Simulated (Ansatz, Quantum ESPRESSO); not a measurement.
# KCl (Sylvite): third-order response

Aim: Raman and infrared lines of KCl (Sylvite).

Method: DFT LDA, scalar-relativistic, plane waves, PseudoDojo norm-conserving pseudopotentials, in Quantum ESPRESSO 8.0 development, patched.

This is a report of a sequence of runs, with most program output left out.

**1. The starting structure**

The structure is cubic, space group Fm-3m (No. 225). The conventional cell has a = 6.293 Å, b = 6.293 Å, c = 6.293 Å, α = 90.00°, β = 90.00°, γ = 90.00°. K has 6 Cl at 3.15 Å nearest. Nearest to Cl lie 6 K at 3.15 Å. Farther neighbours and most contacts between anions are not listed.

**2. A probe with smearing**

Before anything dear is run, a loose run with smearing shows whether this is a metal and how far the cell is from rest.

The input, probe.in:

```
 &control
    calculation='scf',
    prefix='x',
    outdir='./tmp',
    pseudo_dir='./pseudo',
    tprnfor=.true.,
    tstress=.true.,
    verbosity='high',
 /
 &system
    ibrav=0,
    nat=2,
    ntyp=2,
    ecutwfc=72.0,
    occupations='smearing',
    smearing='gaussian',
    degauss=0.01,
 /
 &electrons
    conv_thr=1.0d-07,
    mixing_beta=0.7,
    electron_maxstep=100,
 /
ATOMIC_SPECIES
 K      39.0983  K.upf
 Cl     35.4500  Cl.upf
CELL_PARAMETERS angstrom
    -3.146470000    0.000000000    3.146470000
     0.000000000    3.146470000    3.146470000
    -3.146470000    3.146470000    0.000000000
ATOMIC_POSITIONS crystal
 K      0.000000000   0.000000000   0.000000000
 Cl     0.500000000   0.500000000   0.500000000
K_POINTS automatic
 6 6 6 0 0 0
```

Started as:

```bash
$ OMP_NUM_THREADS=1 mpirun -n 2 pw.x -nk 2 -in probe.in > probe.out
```

Run time: 4.8 s. Hardware: 2 MPI ranks of AMD EPYC 9R14 (Zen 4), shared host.

Read from the output:

| Quantity | Value |
| --- | --- |
| volume per atom | 31.15 Å³ |
| pressure | -1.977 GPa |
| gap on the k-mesh | 4.744 eV |

A gap of 4.7 eV opens on this mesh, so the crystal is taken as an insulator; the start stands at -2.0 GPa.

**3. Relaxation**

The relaxation runs at a cutoff a fifth above that of the response, since stress converges more slowly with the basis than frequencies do. Forces and stress are brought to rest with tight thresholds.

The input, relax.in:

```
 &control
    calculation='vc-relax',
    prefix='x',
    outdir='./tmp',
    pseudo_dir='./pseudo',
    tprnfor=.true.,
    tstress=.true.,
    forc_conv_thr=2.0d-05,
    etot_conv_thr=1.0d-07,
    nstep=40,
 /
 &system
    ibrav=0,
    nat=2,
    ntyp=2,
    ecutwfc=86,
    occupations='fixed',
    nbnd=10,
 /
 &electrons
    conv_thr=1.0d-11,
    mixing_beta=0.7,
    electron_maxstep=100,
 /
 &ions
 /
 &cell
    press_conv_thr=0.2,
 /
ATOMIC_SPECIES
 K      39.0983  K.upf
 Cl     35.4500  Cl.upf
CELL_PARAMETERS angstrom
    -3.146470000    0.000000000    3.146470000
     0.000000000    3.146470000    3.146470000
    -3.146470000    3.146470000    0.000000000
ATOMIC_POSITIONS crystal
 K      0.000000000   0.000000000   0.000000000
 Cl     0.500000000   0.500000000   0.500000000
K_POINTS automatic
 6 6 6 0 0 0
```

Started as:

```bash
$ OMP_NUM_THREADS=1 mpirun -n 2 pw.x -nk 2 -in relax.in > relax.out
```

Run time: 37 s. Hardware: 2 MPI ranks.

Relaxation path:

| step | energy less that of the first step (eV) | largest force (eV/Å) | pressure (GPa) | volume (Å³) |
| --- | --- | --- | --- | --- |
| 1 | 0.0000 | 0.0000 | -1.97 | 62.30 |
| 2 | -0.0074 | 0.0000 | -1.83 | 61.68 |
| 3 | -0.0174 | 0.0000 | -1.60 | 60.75 |
| 4 | -0.0295 | 0.0000 | -1.21 | 59.37 |
| 5 | -0.0406 | 0.0000 | -0.53 | 57.35 |
| 6 | -0.0428 | 0.0000 | 0.07 | 55.89 |
| 7 | -0.0428 | 0.0000 | 0.00 | 56.06 |
| 8 | -0.0428 | 0.0000 | 0.00 | 56.05 |
| 9 | -0.0427 | 0.0000 | 0.00 | 56.05 |

| conventional cell, symmetrised | before | after | change |
| --- | --- | --- | --- |
| a (Å) | 6.293 | 6.075 | -3.5 % |
| b (Å) | 6.293 | 6.075 | -3.5 % |
| c (Å) | 6.293 | 6.075 | -3.5 % |
| volume (Å³/atom) | 31.15 | 28.02 | -10.0 % |

The relaxed structure:

```xyz
2
Lattice="-3.0375 0.0000 3.0375 0.0000 3.0375 3.0375 -3.0375 3.0375 0.0000" Properties=species:S:1:pos:R:3 pbc="T T T"
K     0.0000    0.0000    0.0000
Cl   -3.0375    3.0375    3.0375
```

The last row of the table of steps is pw.x's closing run on a basis chosen anew for the final cell, so its energy can jump.

Read from the output:

```yaml
volume_per_atom: 28.02 Å³
pressure: -0.001 GPa
gap_on_the_k_mesh: 5.116 eV
```

The volume changes by -10.0 % from the cell with which this run began.

**4. Ground state**

The response is built on this ground state, so it is converged far tighter than an energy would need. With a gap, occupations are fixed, which also allows the response to an electric field.

The input, scf.in:

```
 &control
    calculation='scf',
    prefix='x',
    outdir='./tmp',
    pseudo_dir='./pseudo',
    tprnfor=.true.,
    tstress=.true.,
 /
 &system
    ibrav=0,
    nat=2,
    ntyp=2,
    ecutwfc=72.0,
    occupations='fixed',
    nbnd=10,
 /
 &electrons
    conv_thr=1.0d-12,
    mixing_beta=0.7,
    electron_maxstep=100,
 /
ATOMIC_SPECIES
 K      39.0983  K.upf
 Cl     35.4500  Cl.upf
CELL_PARAMETERS angstrom
    -3.037486487    0.000000000    3.037486487
     0.000000000    3.037486487    3.037486487
    -3.037486487    3.037486487    0.000000000
ATOMIC_POSITIONS crystal
 K      0.000000000   0.000000000   0.000000000
 Cl     0.500000000   0.500000000   0.500000000
K_POINTS automatic
 6 6 6 0 0 0
```

Started as:

```bash
$ OMP_NUM_THREADS=1 mpirun -n 2 pw.x -nk 2 -in scf.in > scf.out
```

Run time: 5.4 s. Hardware: 2 MPI ranks.

Read from the output:

* pressure: -0.005 GPa

The cell stands at -0.005 GPa, close enough for phonons.

**5. Linear response at Γ**

At q = 0 one unit cell holds all displacements; symmetry groups them into irreducible representations that are solved one by one. The response to a field gives ε∞ and the Born charges, which polar modes need. Third-order response adds the Raman tensors.

The input, ph.in:

```
phonons
 &inputph
    prefix='x',
    outdir='./tmp',
    fildyn='g.dyn',
    tr2_ph=1.0d-18,
    epsil=.true.,
    lraman=.true.,
    elop=.true.,
 /
0.000000000000 0.000000000000 0.000000000000
```

Started as:

```bash
$ OMP_NUM_THREADS=1 mpirun -n 2 ph.x -nk 2 -in ph.in > ph.out
```

Wall time 3.5 min (2 MPI ranks); 7 min of CPU time.

Numbers from this step:

```yaml
miss_of_the_charge_sum_rule: 1.60e-4 e
largest_acoustic_frequency_at_the_zone_centre_before_the_sum_rule: -1.07 cm⁻¹
highest_optical_zone_centre_mode_no_lo_to_term: 161.6 cm⁻¹
lowest_optical_zone_centre_mode: 161.6 cm⁻¹
mean_high_frequency_dielectric_constant: 2.511
largest_born_charge_in_size_third_of_the_trace: 1.110 e
```

Born charge (rows field, columns displacement), before the sum rule (e), principal values of the symmetric part by kind of site:

| atom | atoms with these values | low | middle | high | mean |
| --- | --- | --- | --- | --- | --- |
| K1 | 1 | 1.11 | 1.11 | 1.11 | 1.11 |
| Cl2 | 1 | -1.11 | -1.11 | -1.11 | -1.11 |

In full for K1:

```
1.11 0.00 0.00
0.00 1.11 0.00
0.00 0.00 1.11
```

High-frequency dielectric tensor:

```
2.51 0.00 0.00
0.00 2.51 0.00
0.00 0.00 2.51
```

The acoustic modes at Γ come out as far as 1.1 cm⁻¹ from zero, where they should vanish, a small numerical error; the Born charges miss their sum rule by 1.6e-4 e, which is good.

**6. Modes with the sum rule**

A rigid shift of the crystal must cost nothing, but grids and finite bases break this; the acoustic sum rule is imposed before the matrix is diagonalised again. With Born charges the intensities follow, and the static dielectric tensor.

The input, dynmat.in:

```
 &input
    fildyn='g.dyn',
    asr='simple',
    fileig='dynmat.eig',
    lperm=.true.,
 /
```

Started as:

```bash
$ dynmat.x -in dynmat.in > dynmat.out
```

Run time: 0.66 s. Hardware: 1 thread.

Read from the output:

- mean static dielectric constant: 4.739

Unit eigenvectors of the mass-weighted matrix after the sum rule; no LO-TO term. Modes at Γ, with each element's share of the kinetic energy:

| mode | frequency (cm⁻¹) | symmetry | K % | Cl % |
| --- | --- | --- | --- | --- |
| 1 | 0.0 | acoustic | 52 | 48 |
| 2 | 0.0 | acoustic | 52 | 48 |
| 3 | 0.0 | acoustic | 52 | 48 |
| 4 | 161.6 | T1u | 48 | 52 |
| 5 | 161.6 | T1u | 48 | 52 |
| 6 | 161.6 | T1u | 48 | 52 |

Displacements in mode 6 (161.6 cm⁻¹), the largest set to 1:
```
K1  -0.48 -0.91 -0.34
Cl2  0.53  1.00  0.38
```

Degenerate modes summed, no LO-TO term. Infrared lines, with heights relative to the strongest:

| position (cm⁻¹) | lines merged | label | IR intensity, relative |
| --- | --- | --- | --- |
| 162 | 3 | T1u | 100 |

Static dielectric tensor (ions relaxed, fixed cell):

```
4.74 0.00 0.00
0.00 4.74 0.00
0.00 0.00 4.74
```

The rule moves no optical mode by more than 0.1 cm⁻¹.

**7. Sum rules set otherwise: a sum rule for molecules or wires on a crystal**

This rule also removes rotations, which suits wires and not a crystal; it is tried to see the harm.

The input, dynmat.in:

```
 &input
    fildyn='g.dyn',
    asr='one-dim',
    fileig='dynmat.eig',
    lperm=.true.,
 /
```

Started as:

```bash
$ dynmat.x -in dynmat.in > dynmat.out
```

It took 0.64 s on 1 thread.

The run ended normally, but on settings that are not sound.

The fault: a sum rule for molecules or wires on a crystal; 1 optical mode is projected out to zero frequency, as if it were a rotation, and the static dielectric tensor is spoilt.

For a crystal the rule has to be 'simple' or 'crystal'.

Zone-centre frequencies as printed; negative means imaginary. Modes:

| mode | frequency (cm⁻¹) |
| --- | --- |
| 1 | 0 |
| 2 | 0 |
| 3 | 0 |
| 4 | 0 |
| 5 | 161.6 |
| 6 | 161.6 |

**8. Sum rules set otherwise (asr no)**

Without the rule the raw error of the acoustic modes shows.

The input, dynmat.in:

```
 &input
    fildyn='g.dyn',
    asr='no',
    fileig='dynmat.eig',
    lperm=.true.,
 /
```

Started as:

```bash
$ dynmat.x -in dynmat.in > dynmat.out
```

It took 0.64 s on 1 thread.

Zone-centre frequencies as printed; negative means imaginary. Modes:

| mode | frequency (cm⁻¹) |
| --- | --- |
| 1 | -1.07 |
| 2 | -1.07 |
| 3 | -1.07 |
| 4 | 161.6 |
| 5 | 161.6 |
| 6 | 161.6 |

Against the first rule no mode moves by more than 1.1 cm⁻¹.

**9. The LO-TO splitting (1 0 0)**

A longitudinal polar mode sets up a macroscopic field that stiffens it; the term hangs on the direction from which q goes to zero.

The input, dynmat.in:

```
 &input
    fildyn='g.dyn',
    asr='simple',
    fileig='dynmat.eig',
    q(1)=1.0,
    q(2)=0.0,
    q(3)=0.0,
 /
```

Started as:

```bash
$ dynmat.x -in dynmat.in > dynmat.out
```

The job ended after 0.64 s (1 thread).

Numbers from this step:

| Quantity | Value |
| --- | --- |
| highest mode moved by the LO-TO term | 221.9 cm⁻¹ |

Zone-centre frequencies as printed; negative means imaginary. Modes:

| mode | frequency (cm⁻¹) |
| --- | --- |
| 1 | 0 |
| 2 | 0 |
| 3 | 0 |
| 4 | 161.6 |
| 5 | 161.6 |
| 6 | 221.9 |

The field moves one mode, from 162 to 222 cm⁻¹; the others stay.

**10. Cross-check with Ansatz**

A second program on the same cell, potentials, cutoff and meshes tests the implementation of the phonon response, not its convergence. Its field response is summed in its own way. Its k mesh is centred on Γ.

This step: DFT LDA, scalar-relativistic, plane waves, PseudoDojo norm-conserving pseudopotentials (Ansatz 0.2.0).

The input, input.yaml:

```yaml
crystal:
  lattice:
    - [-3.037486487, 0.0, 3.037486487]
    - [0.0, 3.037486487, 3.037486487]
    - [-3.037486487, 3.037486487, 0.0]
  atoms:
    - { symbol: K, position: [0.0, 0.0, 0.0] }
    - { symbol: Cl, position: [0.5, 0.5, 0.5] }
kpoints:
  mp_grid: { grid: [6, 6, 6] }
hamiltonian:
  xc: lda
  pseudopotentials: { kind: nc, accuracy: standard }
scf:
  occupations: { method: fixed }
output:
  eigenvalues: true
basis:
  ecutwfc: 979.61
phonons:
  method: dfpt
  dielectric: true
  rigid_motions: translations
  raman: true
```

Started as:

```bash
$ ansatz run input.yaml --threads 2 --pin off --max-ram 4096MiB --backend cpu --events-out ev --progress --plain --runs-dir out
```

The job ended after 80 s (2 threads; peak memory 0.82 GiB).

This step gave:

| Item | Value |
| --- | --- |
| sum-rule residual before enforcement | 1.45e-4 eV/Å² |
| miss of the charge sum rule | 4.42e-5 e |
| highest optical zone-centre mode (no LO-TO term) | 161.5 cm⁻¹ |
| lowest optical zone-centre mode | 161.5 cm⁻¹ |
| mean high-frequency dielectric constant | 2.510 |

Transverse modes. Infrared lines, with heights relative to the strongest:

| position (cm⁻¹) | label | IR intensity ((D/Å)²/amu), degenerate modes summed, relative |
| --- | --- | --- |
| 162 | T1u | 100 |

**11. Side by side: QE PseudoDojo and Ansatz, PseudoDojo**

Worked out from the results:

```
root-mean-square difference : 0.01 cm⁻¹
largest difference          : 0.01 cm⁻¹
```

Frequencies side by side, by row:

| q (reciprocal lattice) | mode | QE PseudoDojo (cm⁻¹) | Ansatz, PseudoDojo (cm⁻¹) |
| --- | --- | --- | --- |
| 0 0 0 | 1 | 0 | 0 |
| 0 0 0 | 2 | 0 | 0 |
| 0 0 0 | 3 | 0 | 0 |
| 0 0 0 | 4 | 161.6 | 161.5 |
| 0 0 0 | 5 | 161.6 | 161.5 |
| 0 0 0 | 6 | 161.6 | 161.5 |

The two runs side by side. Further quantities:

| quantity | QE PseudoDojo | Ansatz, PseudoDojo |
| --- | --- | --- |
| mean ε∞ | 2.511 | 2.51 |
| largest Born charge in size (e; the first before, the second after the charge sum rule) | 1.11 | 1.11 |
| summed IR intensity ((D/Å)²/amu) | 4.584 | 4.584 |

At the zone centre the largest difference (acoustic modes at Γ apart) is 0.006 % of the highest mode.

**12. What came out**

```
space group after relaxation                                           : Fm-3m
volume per atom                                                        : 28.0 Å³
gap on the k-mesh                                                      : 5.12 eV
highest optical zone-centre mode (no LO-TO term)                       : 161.6 cm⁻¹
highest mode moved by the LO-TO term                                   : 221.9 cm⁻¹
mean high-frequency dielectric constant                                : 2.51
largest Born charge in size (third of the trace)                       : 1.11 e
mean static dielectric constant                                        : 4.74
imaginary optical modes at the zone centre (no q mesh in this session) : none
largest difference from Ansatz, PseudoDojo                             : 0.01 cm⁻¹
```

In words: No mode is Raman active in this structure; the strongest infrared line lies at 162 cm⁻¹. At the LDA level the optical modes of KCl (Sylvite) at the zone centre (no LO-TO term) lie at 162 cm⁻¹. Along the directions run, the highest mode that the macroscopic field moves lies at 222 cm⁻¹. Lattice motion raises the mean dielectric constant from 2.511 to 4.739. The Born charge of Cl is -1.110 e against a formal charge of -1, somewhat above it. The Lyddane-Sachs-Teller relation holds: (ωLO/ωTO)² is 1.89 and ε₀/ε∞ is 1.89. QE PseudoDojo and Ansatz, PseudoDojo agree to 0.01 cm⁻¹ (0.006 % of the highest mode compared) on all solved modes but the acoustic ones at Γ, without the LO-TO term. These are harmonic frequencies at zero temperature: anharmonic shifts and linewidths and thermal expansion are left out. The build is a development version in which the Raman tensors of release 7.5 are mended; dynmat.x leaves out the electro-optic term of LO lines.

[Host names and launcher messages were left out of these logs when they were recorded.]

[Logs are printed without paths, hosts, clocks, repeated set-up lines and the standing remarks that a program may print on its own settings, such as how far it seeks lower states.]

[Hosts, paths, dates, database ids (printed as entryN), source tags and the programs' standing remarks are cut or masked in the printed files.]
